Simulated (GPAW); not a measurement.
Two runs for the K K edge of atom 2 in KTaO3 (Pm-3m). Run A: GPAW, revPBE, full core hole (charged cell), 10-atom cell with 5.6 Å between holes, 6×6×6 k points, dipole transitions, Gaussian full width 0.9 eV up to 4 eV, rising linearly to 3.5 eV at 25 eV, without spin-orbit coupling. Run B differs in one choice.

Energy from the lowest empty level; intensity scaled to a mean of 1 over the first 20 eV:

```csv
E (eV),A,B
-2.0,0.00,0.00
-1.4,0.00,0.00
-0.8,0.00,0.00
-0.2,0.00,0.00
0.4,0.00,0.00
1.0,0.01,0.01
1.6,0.02,0.02
2.2,0.05,0.04
2.8,0.08,0.08
3.4,0.09,0.10
4.0,0.20,0.17
4.6,0.26,0.25
5.2,0.23,0.21
5.8,0.34,0.26
6.4,0.50,0.43
7.0,1.01,0.78
7.6,1.81,1.49
8.2,2.13,1.87
8.8,1.78,1.67
9.4,1.76,1.63
10.0,2.35,2.04
10.6,2.88,2.67
11.2,2.89,3.02
11.8,2.55,2.85
12.4,2.26,2.42
13.0,2.09,2.10
13.6,1.82,1.90
14.2,1.37,1.65
14.8,0.90,1.28
15.4,0.59,0.88
16.0,0.45,0.60
16.6,0.42,0.47
17.2,0.43,0.44
17.8,0.45,0.44
18.4,0.47,0.45
19.0,0.46,0.46
19.6,0.44,0.46
20.2,0.43,0.44
20.8,0.45,0.42
21.4,0.52,0.42
22.0,0.65,0.46
22.6,0.79,0.54
23.2,0.93,0.66
23.8,1.04,0.79
24.4,1.13,0.91
25.0,1.19,1.02
25.6,1.24,1.12
26.2,1.27,1.20
26.8,1.25,1.26
27.4,1.16,1.27
28.0,1.02,1.21
28.6,0.87,1.10
29.2,0.74,0.95
29.8,0.65,0.79
30.4,0.62,0.67
31.0,0.64,0.60
31.6,0.70,0.58
```

Question: What was changed?
a) the k mesh of the field
b) the size of the supercell
c) the plane-wave cutoff
d) the volume of the cell

(d): run B changes the volume scale from 1 to 0.94. Against the first run the r.m.s. difference is 13 %. A shift of +0.4 eV leaves 8 %. The highest intensity below 24 eV goes from 10.9 eV (2.95) to 11.3 eV (3.02). Other settings could leave a like mark; this is the one that was changed.

[Banner, clock and machine lines of the logs are left out without a mark of their own.]

[Logs are printed without paths, hosts, clocks, repeated set-up lines and the standing remarks that a program may print on its own settings, such as how far it seeks lower states.]

[Hosts, paths, dates, database ids (printed as entryN), source tags and the programs' standing remarks are cut or masked in the printed files.]

[Lists of maxima count a maximum above −3 eV only where it reaches 4 % of the highest in the window and stands out from its surroundings by 2 % of it (1.5 % where it reaches 55 %); shoulders and weaker maxima are passed over, and of the rest the first, up to two pre-edge ones and the few strongest are named.]
